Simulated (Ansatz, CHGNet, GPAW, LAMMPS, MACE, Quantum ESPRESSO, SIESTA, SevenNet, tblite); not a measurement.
**Other levels on 47In2O3-53ZnO (mol %) with crystalline order left by the classical run (65 atoms)**

Density of this cell: 6.57 g/cm³. The cell holds 65 atoms: 18 In, 10 Zn and 37 O. Its edges and angles: a = 9.427 Å, b = 9.427 Å, c = 9.427 Å, α = 90.0°, β = 90.0°, γ = 90.0°. 65 atoms (18 Sc, 10 Zn, 37 O) placed at random at 4.13 g/cm³, melted at 5000 K for 10 ps at fixed volume with the Morse and Coulomb pair potential with partial charges (Pedone, Malavasi, Menziani, Cormack and Segre, J. Phys. Chem. B 110, 11780 (2006)). Quenched from 5000 K to 300 K at 30 K/ps and fixed volume, held 10 ps at zero pressure, then minimised at fixed cell. Then Sc was replaced by In and the cell scaled by 1.027 (the potential has no terms for the new elements, so the cell is a start for a DFT relaxation).

Geometry: as built.

The reference, a calculation:

| Quantity | Value |
| --- | --- |
| method | Kohn-Sham DFT, PBE, PAW, plane waves (Ansatz 0.2.0); cutoff 420 eV, Γ point, fermi-dirac smearing of 0.05 eV; PAW set soft_2 |
| r.m.s. force component | 0.3072 eV/Å |
| longest force | 0.9017 eV/Å |
| pressure | 2.457 GPa |
| gap (highest filled to lowest empty level) | 0.3187 eV |
| SCF cycles | 11 |
| time | 15 s on 4 threads of Arm Neoverse V1, shared host |
| CPU time | 55 s |

Runs, in no order:
A. QE PBE, sssp-1.3.0-efficiency, 60/480 Ry: Kohn-Sham DFT, PBE, SSSP efficiency 1.3.0 pseudopotentials, plane waves
B. SIESTA PBE, DZP, shift 0.01 Ry, mesh 500 Ry: Kohn-Sham DFT, PBE, PseudoDojo 0.4.1 norm-conserving pseudopotentials (converted to PSML), numerical atomic orbitals (DZP), diagonalisation
C. SevenNet 0 potential: machine-learned interatomic potential SevenNet 0, trained on PBE(+U) plane-wave data
D. GPAW PBE, LCAO dzp, h 0.25 Å: Kohn-Sham DFT, PBE, PAW, atomic orbitals (dzp)
E. GPAW RPBE, LCAO dzp, h 0.18 Å: Kohn-Sham DFT, RPBE, PAW, atomic orbitals (dzp)

**Question.** Rank the runs by how far their forces lie from the reference's, least first.

A, C, B, E, D.

```csv
run,"Δ force, r.m.s. (meV/Å)",share of r.m.s. force (%),CPU time
"A. QE PBE, sssp-1.3.0-efficiency, 60/480 Ry",13.0,4.24,14 min
C. SevenNet 0 potential,59.8,19.5,9.4 s
"B. SIESTA PBE, DZP, shift 0.01 Ry, mesh 500 Ry",96.3,31.4,8.2 min
"E. GPAW RPBE, LCAO dzp, h 0.18 Å",197,64.1,5.5 min
"D. GPAW PBE, LCAO dzp, h 0.25 Å",933,304,2.6 min
```

Machine-learned potentials mimic data converged in k, so the reference's own k-point error enters their differences. The network of bonds at the start is that of the classical potential that made the cell, and needn't be the one that DFT or experiment would give. The electronic-structure runs sample only Γ, in a cell whose shortest periodic width is 9 Å.

[Logs are printed without paths, hosts, clocks, repeated set-up lines and the standing remarks that a program may print on its own settings, such as how far it seeks lower states.]

[Hosts, paths, dates, database ids (printed as entryN), source tags and the programs' standing remarks are cut or masked in the printed files.]
